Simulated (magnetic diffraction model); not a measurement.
**Moment size from magnetic intensity in LaFe2SbC**

Space group Cmcm (no. 63), a = 3.9140 Å, b = 11.3770 Å, c = 7.2060 Å.

| site | atom | x | y | z |
| --- | --- | --- | --- | --- |
| 4c | La | 1/2 | 0.0389 | 3/4 |
| 4c | Sb | 0 | 0.2686 | 3/4 |
| 8f | Fe | 1/2 | 0.3256 | 0.9452 |
| 4a | C | 0 | 0 | 0 |

This is a made-up structure (elements placed in a structure type, unrelaxed), so the numbers test the method and describe no known phase.

Only Fe is taken to order (form factors of Fe2+); orders and moment sizes are assumed, and not adapted to the symmetry. Radiation: neutrons of λ = 1.8 Å, 5° to 55°; isotropic B of 0.37 Å² (La), 0.31 Å² (Sb), 0.48 Å² (Fe) and 0.59 Å² (C). Simulated constant-wavelength pattern: nuclear and magnetic terms add, the magnetic one as |2.695 fm × Σ f S⊥ exp(2πi Q·r) exp(−B s²)|², summed over all Q at one angle with the factor 1/(sin²θ cos θ). For collinear order S is the moment m, which repeats by lattice and centring translations R with the sign exp(−2πi k·R). Free-ion form factors, Sears's scattering lengths of 1992, no absorption; a label names one of the reflections at its angle. The strongest nuclear line in the range is 100, and lines under 0.2 are left out.

In a first state the assumed order is k = (0 0 0), collinear moments along [111], 1.92 μB on Fe; signs + at (1/2, 0.3256, 0.9452), + at (0, 0.1744, 0.0548), + at (1/2, 0.3256, 0.5548), + at (0, 0.1744, 0.4452), with this pattern:

```
2θ (°)    index  nuclear  magnetic
 18.21  (0 2 0)      1.5       2.6
 23.26  (0 2 1)      2.1       0.9
 28.15  (1 1 0)      9.2       2.8
 28.93  (0 0 2)      5.4       3.2
 31.73  (1 1 1)      1.5       1.7
 34.40  (0 2 2)      2.0       1.1
 36.89  (0 4 0)      6.4       0.1
 38.59  (1 3 0)     30.5       3.9
 39.78  (0 4 1)     25.8       0.2
 40.80  (1 1 2)    100.0       1.1
 41.37  (1 3 1)     19.7       0.0
 47.55  (0 4 2)      4.7       0.1
 48.00  (0 2 3)     19.2       1.1
 48.94  (1 3 2)      1.9       2.3
 53.06  (1 1 3)     41.9       2.0
 54.45  (1 5 0)     11.7       0.5
```
(The table stops after 16 lines; 1 more lie at higher angle.)

**Question.** Nearer the ordering temperature the line at 38.59° has total intensity 33.3 on the same scale, and all moments have shrunk alike. How large is the Fe moment?

The nuclear part, 30.5, stays, so the magnetic part is 2.8 against 3.9. It goes as m², so m = 1.92 × √(2.8/3.9) = 1.63 μB; the value used was 1.63 μB.

[Logs are printed without paths, hosts, clocks, repeated set-up lines and the standing remarks that a program may print on its own settings, such as how far it seeks lower states.]
